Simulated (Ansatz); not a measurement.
# A hypothetical structure for SrTiCu

Starting from a made-up structure for SrTiCu, the aim is the relaxed cell, its shortest contacts and, where a second run follows, its electronic structure.

Main program and level: Ansatz 0.2.0; DFT, PBEsol, plane-wave PAW, files of the set soft_1, scalar-relativistic, ferromagnetic start, cell and ions relaxed at zero pressure; PAW set soft_1, in the first sound run; inputs show where later runs differ.

### 1. Starting point

It takes space group P-6m2 (No. 187, hexagonal). The conventional cell has a = 4.148 Å, b = 4.148 Å, c = 4.577 Å, α = 90.00°, β = 90.00°, γ = 120.00°. Sr has 6 Ti at 3.31 Å and 6 Cu at 3.31 Å nearest. Cu has 3 Ti at 2.39 Å and 6 Sr at 3.31 Å nearest. Nearest to Ti lie 3 Cu at 2.39 Å and 6 Sr at 3.31 Å. Farther neighbours are not listed.

### 2. Relaxing cell and atoms

The guess takes its coordinates from another compound and its volume from a rule, so the cell and any free coordinates are relaxed together.

File input.yaml:

```yaml
crystal:
  lattice:
    - [4.148, 0.0, 0.0]
    - [-2.074, 3.592273375, 0.0]
    - [0.0, 0.0, 4.577]
  atoms:
    - { symbol: Sr, position: [0.666666667, 0.333333333, 0.0] }
    - { symbol: Cu, position: [0.0, 0.0, 0.5], spin: 0.6 }
    - { symbol: Ti, position: [0.333333333, 0.666666667, 0.5], spin: 1.0 }
magnetization:
  spin_polarized: true
kpoints:
  mp_grid: { grid: [7, 7, 6] }
scf:
  occupations: { method: fermi_dirac, width: 0.05 }
hamiltonian:
  xc: pbesol
  pseudopotentials: { kind: paw, azcp: { folder: soft_1 }, xc_functional: pbe }
relax:
  f_tol: 0.015
  max_steps: 70
  cell: {}
output:
  forces: true
  stress: true
```

On the command line:

```console
> ansatz run input.yaml --threads 4 --pin off --max-ram 8192MiB --backend cpu --events-out ev --progress --plain --runs-dir out
```

Numbers of over 12 decimals in the logs are rounded to 6 here.

Log:

```text
Engine: ansatz 0.2.0, aarch64-unknown-linux-gnu
Pseudopotentials: kind: paw
Pseudopotential: Sr, paw, valence charge 10, recommended cutoff 420 eV (normal), soft_1/Sr.paw.azcp
Pseudopotential: Cu, paw, valence charge 19, recommended cutoff 420 eV (normal), soft_1/Cu.paw.azcp
Pseudopotential: Ti, paw, valence charge 12, recommended cutoff 420 eV (normal), soft_1/Ti.paw.azcp
Functional definition: PBEsol
  exchange = pbesol_x
  correlation = pbesol_c
Crystal: 3 atoms, lattice volume = 68.201 Å³
Basis set: ecut = 420 eV, 1305 PW (Γ), exchange–correlation on 60×60×64 points (8 copies of the dense FFT grid, shifted against one another)
Bands: 26, of which v1, the nominal top of the filled ones, is band 21 counted from 1 (20 counted from 0)
Symmetry: 12 space group operations
Space group: P-6m2 (ITA 187), of the structure as read, at distance tolerance 4.1e-5 Å
Magnetic group: BNS 187.209 (UNI 1439), of the structure as read, at distance tolerance 4.1e-5 Å
k-points: 32 of 294 (time reversal used)
Non-local potential: Sr, projectors of the file, l = 0: 3, l = 1: 2, l = 2: 2
Non-local potential: Cu, projectors of the file, l = 0: 3, l = 1: 2, l = 2: 3, l = 3: 1
Non-local potential: Ti, projectors of the file, l = 0: 3, l = 1: 2, l = 2: 3, l = 3: 1
PAW form: soft (Blöchl's): semilocal exchange-correlation on the pseudo side does not see the compensation charge
PAW frozen core: Sr, regenerated for the run's functional, and the local potential with it (the file was generated under x = pbe(κ = 0.804, μ = 0.219515), c = pbe(β = 0.066725))
PAW frozen core: Cu, regenerated for the run's functional, and the local potential with it (the file was generated under x = pbe(κ = 0.804, μ = 0.219515), c = pbe(β = 0.066725))
PAW frozen core: Ti, regenerated for the run's functional, and the local potential with it (the file was generated under x = pbe(κ = 0.804, μ = 0.219515), c = pbe(β = 0.066725))
PAW one-centre angular grid: Sr, 110 points (default); XC on 64 Gauss nodes
PAW one-centre angular grid: Cu, 590 points (default); XC on 64 Gauss nodes
PAW one-centre angular grid: Ti, 590 points (default); XC on 64 Gauss nodes
Initial density: superposition of atomic densities (chi_scale 0.1, normalization cell, long waves kept (reshape's long-wave potential 0.00 eV rms))
Starting moments: Σ|m| = 1.6 μB on 2 of 3 sites
Initial wavefunctions: pseudopotential atomic-orbital guess
Functional: x = pbesol(κ = 0.804, μ = 0.123457), c = pbesol(β = 0.046)
SCF iter   1: F=—  HF=-12568.184270 eV  |F-HF|=—  |Δ(HF+E_count)|=         —  Δρ=3.97e-1 (↑3.92e-1 ↓3.97e-1)  dr2=3.53e2  dr2_m=4.89e-2  M=1.143 μB ∫|m|=1.188 μB  β_m=0.30  ethr=3.10e-3  ⟨swp⟩=7.4  Hψ=8731  notcnv=0
Mixer restart at iter 1: flushing history
preconditioner: auto → Kerker (q_TF=auto, 2.506 Å⁻¹)  [metal: Δε(μ)=0.012 eV  Ē_g=8.466 eV  σ=0.050 eV  W_gap=0.06  n_scr=20 (ndim 8)  ℏωp=21.6 eV  f_vac=0.000  D(μ)=3.93/eV (n_scr^D=28)]
spin=Collinear: Kerker preconditioning applied to the charge; magnetization (m = ρ↑ − ρ↓) channel mixes plain (no charge-response kernel on spin).
SCF iter   2: F=—  HF=-12571.831516 eV  |F-HF|=—  |Δ(HF+E_count)|=    3.65e0  Δρ=1.82e-1 (↑1.77e-1 ↓1.82e-1)  dr2=4.50e1  dr2_m=9.89e-2  M=0.864 μB ∫|m|=0.881 μB  β_m=0.26  ethr=3.10e-3  ⟨swp⟩=4.0  Hψ=5016  notcnv=0
SCF iter   3: F=—  HF=-12555.765977 eV  |F-HF|=—  |Δ(HF+E_count)|=    1.61e1  Δρ=9.49e-2 (↑8.90e-2 ↓9.49e-2)  dr2=1.21e1  dr2_m=6.90e-2  M=0.811 μB ∫|m|=0.856 μB  β_m=0.37  ethr=3.10e-3  ⟨swp⟩=4.0  Hψ=4993  notcnv=0  defer=2
SCF iter   4: F=—  HF=-12553.183876 eV  |F-HF|=—  |Δ(HF+E_count)|=    2.58e0  Δρ=1.38e-2 (↑1.26e-2 ↓1.38e-2)  dr2=1.33e-1  dr2_m=4.69e-2  M=0.675 μB ∫|m|=0.786 μB  β_m=0.68  ethr=3.10e-3  ⟨swp⟩=4.0  Hψ=4909  notcnv=0  defer=1
SCF iter   5: F=—  HF=-12554.019012 eV  |F-HF|=—  |Δ(HF+E_count)|=         —  Δρ=4.82e-2 (↑4.82e-2 ↓3.93e-2)  dr2=3.05e0  dr2_m=7.46e-2  M=0.143 μB ∫|m|=0.214 μB  β_m=0.68  ethr=3.23e-4  ⟨swp⟩=3.1  Hψ=4463  notcnv=0  defer=1
Mixer restart at iter 5: flushing history
SCF iter   6: F=—  HF=-12554.961711 eV  |F-HF|=—  |Δ(HF+E_count)|=   9.43e-1  Δρ=7.84e-2 (↑7.64e-2 ↓7.84e-2)  dr2=1.03e1  dr2_m=1.12e-2  M=0.104 μB ∫|m|=0.180 μB  β_m=0.37  ethr=3.23e-4  ⟨swp⟩=4.0  Hψ=5319  notcnv=0  recentre
SCF iter   7: F=—  HF=-12553.698255 eV  |F-HF|=—  |Δ(HF+E_count)|=    1.26e0  Δρ=2.64e-2 (↑2.64e-2 ↓2.07e-2)  dr2=9.46e-1  dr2_m=3.03e-2  M=0.096 μB ∫|m|=0.151 μB  β_m=0.22  ethr=3.23e-4  ⟨swp⟩=4.0  Hψ=5022  notcnv=0
SCF iter   8: F=—  HF=-12553.577552 eV  |F-HF|=—  |Δ(HF+E_count)|=   1.21e-1  Δρ=5.81e-3 (↑5.81e-3 ↓4.76e-3)  dr2=2.85e-2  dr2_m=1.23e-2  M=0.071 μB ∫|m|=0.113 μB  β_m=0.51  ethr=3.23e-4  ⟨swp⟩=2.1  Hψ=3781  notcnv=0
SCF iter   9: F=—  HF=-12553.574926 eV  |F-HF|=—  |Δ(HF+E_count)|=   2.63e-3  Δρ=8.54e-3 (↑7.60e-3 ↓8.54e-3)  dr2=1.20e-1  dr2_m=4.28e-4  M=0.020 μB ∫|m|=0.031 μB  β_m=0.76  ethr=6.96e-5  ⟨swp⟩=2.1  Hψ=2572  notcnv=0
SCF iter  10: F=—  HF=-12553.571411 eV  |F-HF|=—  |Δ(HF+E_count)|=   3.51e-3  Δρ=5.47e-3 (↑4.95e-3 ↓5.47e-3)  dr2=5.03e-2  dr2_m=1.51e-4  M=0.012 μB ∫|m|=0.019 μB  β_m=0.88  ethr=6.96e-5  ⟨swp⟩=2.0  Hψ=2401  notcnv=0
SCF iter  11: F=—  HF=-12553.566396 eV  |F-HF|=—  |Δ(HF+E_count)|=   5.02e-3  Δρ=1.13e-3 (↑9.02e-4 ↓1.13e-3)  dr2=2.25e-3  dr2_m=1.86e-5  M=0.004 μB ∫|m|=0.007 μB  β_m=0.76  ethr=6.96e-5  ⟨swp⟩=2.0  Hψ=2467  notcnv=0
SCF iter  12: F=—  HF=-12553.566268 eV  |F-HF|=—  |Δ(HF+E_count)|=   1.28e-4  Δρ=4.03e-4 (↑3.83e-4 ↓4.03e-4)  dr2=3.53e-4  dr2_m=8.64e-7  M=0.001 μB ∫|m|=0.002 μB  β_m=0.88  ethr=5.49e-6  ⟨swp⟩=2.0  Hψ=1898  notcnv=0
SCF iter  13: F=—  HF=-12553.566234 eV  |F-HF|=—  |Δ(HF+E_count)|=   3.41e-5  Δρ=2.06e-4 (↑2.06e-4 ↓2.03e-4)  dr2=9.65e-5  dr2_m=8.36e-8  M=0.000 μB ∫|m|=0.001 μB  β_m=0.94  ethr=8.60e-7  ⟨swp⟩=1.1  Hψ=1670  notcnv=0
SCF iter  14: F=—  HF=-12553.566237 eV  |F-HF|=—  |Δ(HF+E_count)|=   2.65e-6  Δρ=3.52e-5 (↑3.52e-5 ↓3.08e-5)  dr2=2.59e-6  dr2_m=4.55e-9  M=-0.000 μB ∫|m|=0.000 μB  β_m=0.97  ethr=2.35e-7  ⟨swp⟩=2.0  Hψ=1910  notcnv=0
SCF iter  15: F=—  HF=-12553.566237 eV  |F-HF|=—  |Δ(HF+E_count)|=   6.18e-8  Δρ=3.49e-6 (↑2.14e-6 ↓3.49e-6)  dr2=3.21e-8  dr2_m=9.98e-10  M=-0.000 μB ∫|m|=0.000 μB  β_m=0.98  ethr=6.33e-9  ⟨swp⟩=2.0  Hψ=2161  notcnv=0
SCF iter  16: F=—  HF=-12553.566237 eV  |F-HF|=—  |Δ(HF+E_count)|=   1.21e-8  Δρ=1.33e-6 (↑1.24e-6 ↓1.33e-6)  dr2=4.78e-9  dr2_m=7.33e-11  M=-0.000 μB ∫|m|=0.000 μB  β_m=0.99  ethr=7.83e-11  ⟨swp⟩=2.1  Hψ=2434  notcnv=0
[...]
SCF iter   4: F=—  HF=-12553.621692 eV  |F-HF|=—  |Δ(HF+E_count)|=   1.16e-4  Δρ=4.24e-5 (↑4.24e-5 ↓4.24e-5)  dr2=6.16e-7  dr2_m=1.04e-11  M=-0.000 μB ∫|m|=0.000 μB  β_m=0.41  ethr=8.59e-9  ⟨swp⟩=2.0  Hψ=2152  notcnv=0
SCF iter   5: F=—  HF=-12553.621697 eV  |F-HF|=—  |Δ(HF+E_count)|=   4.74e-6  Δρ=1.36e-5 (↑1.36e-5 ↓1.36e-5)  dr2=3.05e-7  dr2_m=5.09e-12  M=-0.000 μB ∫|m|=0.000 μB  β_m=0.71  ethr=1.50e-9  ⟨swp⟩=2.0  Hψ=2172  notcnv=0
SCF iter   6: F=—  HF=-12553.621698 eV  |F-HF|=—  |Δ(HF+E_count)|=   3.24e-7  Δρ=9.64e-6 (↑9.62e-6 ↓9.64e-6)  dr2=1.35e-7  dr2_m=1.42e-12  M=-0.000 μB ∫|m|=0.000 μB  β_m=0.85  ethr=7.45e-10  ⟨swp⟩=2.0  Hψ=2033  notcnv=0
SCF iter   7: F=—  HF=-12553.621698 eV  |F-HF|=—  |Δ(HF+E_count)|=   2.09e-7  Δρ=3.55e-6 (↑3.55e-6 ↓3.54e-6)  dr2=7.17e-8  dr2_m=6.72e-13  M=-0.000 μB ∫|m|=0.000 μB  β_m=0.92  ethr=3.30e-10  ⟨swp⟩=2.0  Hψ=2186  notcnv=0
SCF iter   8: F=—  HF=-12553.621698 eV  |F-HF|=—  |Δ(HF+E_count)|=   3.81e-9  Δρ=2.83e-6 (↑2.83e-6 ↓2.83e-6)  dr2=4.72e-8  dr2_m=1.95e-13  M=-0.000 μB ∫|m|=0.000 μB  β_m=0.87  ethr=1.75e-10  ⟨swp⟩=1.0  Hψ=1664  notcnv=0
SCF iter   9: F=—  HF=-12553.621698 eV  |F-HF|=—  |Δ(HF+E_count)|=   6.29e-9  Δρ=1.54e-6 (↑1.54e-6 ↓1.54e-6)  dr2=9.58e-9  dr2_m=4.97e-15  M=0.000 μB ∫|m|=0.000 μB  β_m=0.94  ethr=1.15e-10  ⟨swp⟩=2.0  Hψ=1818  notcnv=0
SCF iter  10: F=—  HF=-12553.621698 eV  |F-HF|=—  |Δ(HF+E_count)|=  3.06e-10  Δρ=1.75e-7 (↑1.71e-7 ↓1.75e-7)  dr2=1.75e-10  dr2_m=2.09e-14  M=0.000 μB ∫|m|=0.000 μB  β_m=0.97  ethr=2.34e-11  ⟨swp⟩=2.0  Hψ=2084  notcnv=0
SCF iter  11: F=—  HF=-12553.621650 eV  |F-HF|=—  |Δ(HF+E_count)|=   4.76e-5  Δρ=3.06e-6 (↑3.06e-6 ↓3.06e-6)  dr2=2.11e-8  dr2_m=1.30e-15  M=0.000 μB ∫|m|=0.000 μB  β_m=0.97  ethr=1.00e-12  ⟨swp⟩=4.5  Hψ=4292  notcnv=0
SCF iter  12: F=—  HF=-12553.621650 eV  |F-HF|=—  |Δ(HF+E_count)|=  4.20e-10  Δρ=3.04e-6 (↑3.04e-6 ↓3.04e-6)  dr2=2.08e-8  dr2_m=1.23e-15  M=0.000 μB ∫|m|=0.000 μB  β_m=0.98  ethr=1.00e-12  ⟨swp⟩=1.0  Hψ=1664  notcnv=0
SCF iter  13: F=—  HF=-12553.621650 eV  |F-HF|=—  |Δ(HF+E_count)|=  9.91e-10  Δρ=3.00e-6 (↑3.00e-6 ↓3.00e-6)  dr2=2.02e-8  dr2_m=1.18e-15  M=0.000 μB ∫|m|=0.000 μB  β_m=0.99  ethr=1.00e-12  ⟨swp⟩=1.1  Hψ=1668  notcnv=0
SCF iter  14: F=—  HF=-12553.621650 eV  |F-HF|=—  |Δ(HF+E_count)|=   3.63e-9  Δρ=2.82e-6 (↑2.82e-6 ↓2.82e-6)  dr2=1.83e-8  dr2_m=3.96e-15  M=0.000 μB ∫|m|=0.000 μB  β_m=1.00  ethr=1.00e-12  ⟨swp⟩=2.0  Hψ=2141  notcnv=0
SCF iter  15: F=—  HF=-12553.621650 eV  |F-HF|=—  |Δ(HF+E_count)|=   6.68e-9  Δρ=3.15e-6 (↑3.15e-6 ↓3.15e-6)  dr2=2.21e-8  dr2_m=3.06e-15  M=0.000 μB ∫|m|=0.000 μB  β_m=1.00  ethr=1.00e-12  ⟨swp⟩=2.0  Hψ=2136  notcnv=0
SCF iter  16: F=—  HF=-12553.621650 eV  |F-HF|=—  |Δ(HF+E_count)|=  9.09e-11  Δρ=3.13e-6 (↑3.13e-6 ↓3.13e-6)  dr2=2.21e-8  dr2_m=4.42e-15  M=0.000 μB ∫|m|=0.000 μB  β_m=0.99  ethr=1.00e-12  ⟨swp⟩=1.7  Hψ=1728  notcnv=0
SCF iter  17: F=—  HF=-12553.621650 eV  |F-HF|=—  |Δ(HF+E_count)|=  7.80e-10  Δρ=3.09e-6 (↑3.09e-6 ↓3.09e-6)  dr2=2.17e-8  dr2_m=4.79e-15  M=0.000 μB ∫|m|=0.000 μB  β_m=0.84  ethr=1.00e-12  ⟨swp⟩=1.0  Hψ=1664  notcnv=0
SCF iter  18: F=—  HF=-12553.621650 eV  |F-HF|=—  |Δ(HF+E_count)|=  9.19e-10  Δρ=3.06e-6 (↑3.06e-6 ↓3.06e-6)  dr2=2.12e-8  dr2_m=5.20e-15  M=0.000 μB ∫|m|=0.000 μB  β_m=0.88  ethr=1.00e-12  ⟨swp⟩=1.0  Hψ=1664  notcnv=0
SCF iter  19: F=—  HF=-12553.621650 eV  |F-HF|=—  |Δ(HF+E_count)|=   3.17e-8  Δρ=4.85e-7 (↑4.85e-7 ↓4.84e-7)  dr2=9.82e-10  dr2_m=4.19e-16  M=-0.000 μB ∫|m|=0.000 μB  β_m=0.94  ethr=1.00e-12  ⟨swp⟩=3.6  Hψ=3514  notcnv=0
SCF iter  20: F=—  HF=-12553.621650 eV  |F-HF|=—  |Δ(HF+E_count)|=   1.90e-9  Δρ=1.18e-7 (↑1.18e-7 ↓1.17e-7)  dr2=4.84e-11  dr2_m=2.96e-15  M=-0.000 μB ∫|m|=0.000 μB  β_m=0.97  ethr=1.00e-12  ⟨swp⟩=2.1  Hψ=2774  notcnv=0
SCF iter  21: F=—  HF=-12553.621650 eV  |F-HF|=—  |Δ(HF+E_count)|=  7.46e-11  Δρ=2.81e-7 (↑2.81e-7 ↓2.81e-7)  dr2=1.51e-10  dr2_m=1.60e-15  M=-0.000 μB ∫|m|=0.000 μB  β_m=0.67  ethr=1.00e-12  ⟨swp⟩=2.0  Hψ=2194  notcnv=0  recentre
SCF iter  22: F=-12553.621650 eV  HF=-12553.621650 eV  |F-HF|=2.55e-11  |Δ(HF+E_count)|=  2.36e-11  Δρ=9.48e-8 (↑9.48e-8 ↓9.38e-8)  dr2=2.62e-11  dr2_m=6.27e-16  M=-0.000 μB ∫|m|=0.000 μB  ethr=1.00e-12  ⟨swp⟩=4.8  Hψ=7328  notcnv=0
the starting moments were not kept: the SCF closed with an absolute magnetisation of 1.2e-7 μB, where they sum to 1.6 μB in size (2 sites). That is at most 0.1 of that sum. Measured as dr2_m measures the in/out step, that magnetisation stands 4.0e-15 eV from none, at or under the dr2_threshold of 3.0e-11 eV: it is no larger than a step whose dr2_m would equal this threshold.
SCF 6 converged in 22 iterations: F = -12553.621650 eV  dr2 = 2.62e-11
relax step   6: F+E_penalty+E_count = -12553.62165024 eV  Δ(F+E_penalty+E_count) = -9.740e-4 eV  max|allowed force component| = 2.814e-17 eV/Å  Δτ_max = 0.0000 Å  P = +0.015 GPa  Ω = 73.041 Å³  stress off target by 4.06e-2 GPa  SCF on the basis re-selected at this cell (its energy is not comparable with the rows above)  (22 SCF iters)
basis re-selected at this cell: Δ(F+E_penalty+E_count) = -9.740e-4 eV, ΔP = +0.015 GPa vs the last step (what re-selecting the basis moved, of the pressure what is left beyond the Pulay correction that the steps carried, after the strain that the cell walked since its last selection, with what the two solves' SCF thresholds leave and, on support functions, any second-order correction that the steps lacked; it is no measure of the basis error at this ecutwfc). The dense FFT grid was sized anew with the basis: this SCF ran on 30×30×36 points, the steps before it on 30×30×32, so part of this shift can come from that change (see relax.cell in the input reference). [rest of the remark cut]
SCF converged after 22 iterations
Magnetization: -0.0000 μB (20.5000 up, 20.5000 down)
Absolute magnetization: 0.0000 μB (∫|ρ↑−ρ↓|, with the PAW one-centre terms)
Spin contamination: 0.0000 ħ² per cell (⟨S²⟩ above its minimum at these occupations)
Per-site moments (μB) at R_I (Å): [(-3.0549720517611834e-9, 1.410089), (5.091064571643831e-9, 0.992465), (-6.737163022958644e-8, 0.992465)]
Free energy (F): -12553.621650 eV
Harris-Foulkes:  -12553.621650 eV  (|F-HF|=2.55e-11)
Internal energy: -12553.600073 eV  (E = F + TS)
E sigma→0 (E₀):  -12553.610862 eV
Entropy (-TS):   -0.021577 eV (-7.192 meV/atom)
Fermi energy:    9.210716 eV
--- Per-component energies (eV) ---
  E_band       = -800.517061
  E_kinetic    = 778.498748
  E_local      = -8273.597056  (includes V_loc(G=0)·N_el)
  E_nonlocal   = 1184.286316
  E_hartree    = 3427.282579
  E_xc         = -356.181877
  E_vxc        = -387.385252  (∫ρ·V_xc dr)
  E_paw        = -5435.776487  (= ΣΔE_a)
  E_vpaw       = -956.886056  (= ΣTr[D̂ρ^β])
  E_aug_tail   = 0.000877  (compensation charges beyond the density's cutoff)
  E_ewald      = -3878.593108
  E_core_change = 0.479935  (= ΣΔE_core)
  E_smearing   = -0.021577  (= −TS)
  E_closure    = 0.000000  (closes the sum)
  Σ components = -12553.621650   (vs F -12553.621650, Δ=0.00e0)
--- Forces (eV/Å), atoms counted from 1 ---
  atom   1  Sr     0.00000000    -0.00000000    -0.00000000
  atom   2  Cu     0.00000000    -0.00000000     0.00000000
  atom   3  Ti    -0.00000000    -0.00000000     0.00000000
  max |Σ_I F_I| component: 4.63e-17 eV/Å
--- Stress (GPa, compression-positive) ---
        0.002512       0.000000       0.000000
        0.000000       0.002512       0.000000
        0.000000       0.000000       0.040588
  P = ⅓ Tr σ = 0.0152 GPa (0.152 kbar)
--- Relaxed structure (5 steps of the walk, 5 accepted, 1 SCFs on fresh bases) ---
  F+E_penalty+E_count = -12553.62165024 eV   max|allowed force component| = 2.814e-17 eV/Å   (the final SCF, on the basis selected at the relaxed cell)
  cell:  # Å, volume = 73.0415 Å³
    - [4.167272, 0, 0.0]
    - [-2.083636, 3.608963, 0.0]
    - [0.0, 0.0, 4.856634]
  atoms:
    - { symbol: Sr, position: [0.666667, 0.333333, 0.0] }
    - { symbol: Cu, position: [0, 0, 0.500000] }
    - { symbol: Ti, position: [0.333333, 0.666667, 0.500000] }
```

Wall time 52 s (4 threads of Arm Neoverse N1, shared host); peak memory 0.49 GiB.

The steps of the relaxation:

```
step  energy less that of the first step (eV)  largest force component (eV/Å)  pressure (GPa)  volume (Å³)
   1                                   0.0000                          0.0000            3.13        68.20
   2                                  -0.0515                          0.0000            0.35        72.18
   3                                  -0.0541                          0.0000           -0.08        73.03
   4                                  -0.0544                          0.0000            0.07        72.96
   5                                  -0.0544                          0.0000            0.00        73.04
  6*                                  -0.0554                          0.0000            0.02        73.04
```

Relaxation steps marked * repeat the geometry before them on a plane-wave basis chosen anew for their cell, so energy and pressure can jump there.

Forces are held to the 12 operations that the run works with; a distortion that breaks them can't arise in this run.

```
conventional cell, symmetrised  before  after  change
                         a (Å)   4.148  4.167  +0.5 %
                         b (Å)   4.148  4.167  +0.5 %
                         c (Å)   4.577  4.857  +6.1 %
              volume (Å³/atom)   22.73  24.35  +7.1 %
```

Final coordinates:

```xyz
3
Lattice="4.1673 0.0000 0.0000 -2.0836 3.6090 0.0000 0.0000 0.0000 4.8566" Properties=species:S:1:pos:R:3 pbc="T T T"
Sr    2.0836    1.2030    0.0000
Cu    0.0000    0.0000    2.4283
Ti    0.0000    2.4060    2.4283
```

Numbers from this step:

- free energy: -12553.6217 eV
- energy at zero smearing: -12553.6109 eV
- smearing term TS: 0.02158 eV
- Fermi energy: 9.211 eV
- electrons: 41
- symmetry operations: 12
- pressure: 0.01520 GPa

The shortest distance of each pair, which need not be the same contact before and after:

```
 pair  guess (Å)  relaxed (Å)
Cu–Ti      2.395        2.406
Cu–Sr      3.312        3.418
Sr–Ti      3.312        3.418
Sr–Sr      4.148        4.167
Cu–Cu      4.148        4.167
```

The relaxation ends with a pressure of 0.02 GPa. The starting moments have collapsed: the run ends non-magnetic.

(Part 1 of 2 ends here.)

[Logs are printed without paths, hosts, clocks, repeated set-up lines and the standing remarks that a program may print on its own settings, such as how far it seeks lower states.]

[Hosts, paths, dates, database ids (printed as entryN), source tags and the programs' standing remarks are cut or masked in the printed files.]
